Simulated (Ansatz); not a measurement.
# TmPd3: which shell does photoemission see at 21.2 and 100 eV? (LDA)

The valence band of TmPd3 mixes several shells. Work out by hand which one leads the spectrum's area at each photon energy.

Filled states come from the projected DOS of Ansatz 0.2.0 (LDA+U, plane waves); cross sections σ and asymmetry parameters β are those of free atoms in a Dirac–Hartree–Slater calculation. A shell's area is states × σ × angular factor, which is 1 − β·P₂(cos θ)/2 for unpolarised light, with θ = 60° from the beam and P₂ = -0.125.

**At 21.2 eV** (states counted from 11.2 eV below the zero; other shells add 0.078 to the products' sum of 84):

| shell | filled states a cell | cross section (Mb an electron) | β | angular factor | product | share by hand (%) | share in the simulated spectrum (%) |
| --- | --- | --- | --- | --- | --- | --- | --- |
| Tm 5d | 2.95 | 2.06 | 0.60 | 1.04 | 6.29 | 7 | 7 |
| Tm 4f | 12.08 | 0.116 | 1.71 | 1.11 | 1.55 | 2 | 2 |
| Pd 4d | 28.03 | 2.72 | -0.03 | 1.00 | 76.1 | 91 | 91 |

**At 100 eV** (states counted from 26.1 eV below the zero; other shells add 0.43 to the products' sum of 8.61):

| shell | filled states a cell | cross section (Mb an electron) | β | angular factor | product | share by hand (%) | share in the simulated spectrum (%) |
| --- | --- | --- | --- | --- | --- | --- | --- |
| Tm 5d | 2.97 | 0.0173 | 1.96 | 1.12 | 0.0577 | 1 | 1 |
| Tm 4f | 12.08 | 0.573 | 0.36 | 1.02 | 7.08 | 82 | 82 |
| Pd 4d | 28.09 | 0.0335 | 1.72 | 1.11 | 1.04 | 12 | 12 |

Pd 4d leads at 21.2 eV and Tm 4f at 100 eV. Between the two energies σ of Pd 4d changes by a factor 0.012 and that of Tm 4f by 4.9, so their ratio moves 400-fold in favour of the second. The simulated spectrum uses the same rule on the energy-resolved DOS, so the two share columns agree within a few points.

Only crystals where the two columns agree within 4 points and the lead is clear are worked in this form. Free-atom cross sections ignore the solid's final states, no escape depth or background enters, and the count of states a shell hangs on the projection.
